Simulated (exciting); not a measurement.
The K L₂,₃ edge of atom 2 in KZnF3, space group Pm-3m, with 12 F at 2.86 Å (cuboctahedral, site symmetry m-3m), was computed at 4 levels: exchange and screened direct term (singlet BSE), exchange term alone (RPA), independent particles and screened direct term alone. Common settings: exciting, all-electron LAPW+lo, LDA, spinor conduction states, 2×2×2 shifted k points, 30 conduction spinor bands, |G+q| up to 4.5 bohr⁻¹ (3.9 in the exchange term), full RPA screening with nempty = 54, Lorentzian half width 0.25 eV.

Energy from the Kohn–Sham onset, core level to the lowest empty state found on the meshes used; all runs on one relative scale:

```tsv
E (eV)	run 1	run 2	run 3	run 4
-3.25	0.03	0.00	0.00	0.02
-3.00	0.04	0.00	0.00	0.02
-2.75	0.05	0.00	0.00	0.02
-2.50	0.06	0.00	0.00	0.03
-2.25	0.08	0.00	0.00	0.04
-2.00	0.11	0.00	0.00	0.05
-1.75	0.17	0.00	0.00	0.06
-1.50	0.28	0.00	0.00	0.08
-1.25	0.56	0.00	0.00	0.13
-1.00	1.34	0.00	0.00	0.23
-0.75	1.99	0.00	0.00	0.42
-0.50	1.88	0.00	0.00	0.64
-0.25	1.17	0.00	0.00	1.17
0.00	0.54	0.00	0.00	1.93
0.25	0.28	0.00	0.00	1.04
0.50	0.19	0.00	0.00	0.45
0.75	0.15	0.00	0.01	0.26
1.00	0.14	0.00	0.01	0.20
1.25	0.15	0.01	0.01	0.18
1.50	0.18	0.01	0.01	0.17
1.75	0.29	0.01	0.01	0.22
2.00	0.60	0.01	0.01	0.36
2.25	0.84	0.01	0.01	0.64
2.50	0.81	0.01	0.01	0.95
2.75	0.46	0.01	0.01	1.35
3.00	0.21	0.01	0.01	0.73
3.25	0.12	0.01	0.02	0.32
3.50	0.09	0.01	0.02	0.19
3.75	0.09	0.02	0.02	0.16
4.00	0.10	0.02	0.03	0.17
4.25	0.09	0.02	0.04	0.16
4.50	0.08	0.03	0.04	0.13
4.75	0.07	0.03	0.06	0.11
5.00	0.08	0.06	0.10	0.11
5.25	0.09	0.11	0.20	0.13
5.50	0.08	0.15	0.25	0.11
5.75	0.07	0.12	0.19	0.09
6.00	0.06	0.11	0.19	0.08
6.25	0.05	0.14	0.26	0.07
6.50	0.06	0.16	0.29	0.07
6.75	0.05	0.16	0.32	0.07
7.00	0.06	0.20	0.42	0.07
7.25	0.06	0.28	0.64	0.08
7.50	0.06	0.45	0.83	0.08
7.75	0.06	0.57	0.68	0.07
8.00	0.06	0.46	0.45	0.07
8.25	0.07	0.36	0.39	0.08
8.50	0.08	0.32	0.35	0.09
8.75	0.09	0.30	0.38	0.11
9.00	0.08	0.41	0.48	0.11
9.25	0.08	0.38	0.39	0.10
9.50	0.07	0.36	0.36	0.09
9.75	0.05	0.30	0.32	0.07
10.00	0.05	0.29	0.36	0.06
10.25	0.05	0.38	0.51	0.06
10.50	0.05	0.54	0.57	0.06
10.75	0.05	0.56	0.46	0.06
11.00	0.05	0.48	0.36	0.06
11.25	0.06	0.45	0.35	0.07
11.50	0.06	0.44	0.32	0.07
11.75	0.06	0.40	0.30	0.07
12.00	0.06	0.39	0.27	0.08
12.25	0.05	0.34	0.23	0.07
12.50	0.05	0.28	0.19	0.06
12.75	0.06	0.20	0.15	0.07
13.00	0.10	0.21	0.18	0.11
13.25	0.11	0.27	0.23	0.14
13.50	0.07	0.26	0.20	0.09
13.75	0.06	0.23	0.18	0.07
14.00	0.05	0.25	0.21	0.06
14.25	0.04	0.31	0.23	0.05
14.50	0.03	0.21	0.15	0.03
14.75	0.02	0.15	0.12	0.03
15.00	0.02	0.16	0.15	0.02
15.25	0.02	0.22	0.21	0.02
```

Q: Which run is which, and why?

Run 1: screened direct term alone; highest local maximum in the window at -0.7 eV. Run 2: exchange term alone (RPA); highest local maximum in the window at 7.8 eV. Run 3: independent particles; highest local maximum in the window at 7.5 eV. Run 4: exchange and screened direct term (singlet BSE); highest local maximum in the window at 0.0 eV. The attractive direct term pulls weight down: the curves pass 0.29 at -1.4, 7.3, 6.6 and -0.9 eV in the order of the runs. Exchange is repulsive: the centre of weight of the curve lies at 2.8 eV with it and at 1.7 eV without it. In the runs without the direct term the fine structure is partly noise of the 8-point mesh. Exchange alone moves the bare spectrum by 33 % r.m.s., towards higher energy.

[Banner, clock and machine lines of the logs are left out without a mark of their own.]

[Logs are printed without paths, hosts, clocks, repeated set-up lines and the standing remarks that a program may print on its own settings, such as how far it seeks lower states.]

[Hosts, paths, dates, database ids (printed as entryN), source tags and the programs' standing remarks are cut or masked in the printed files.]
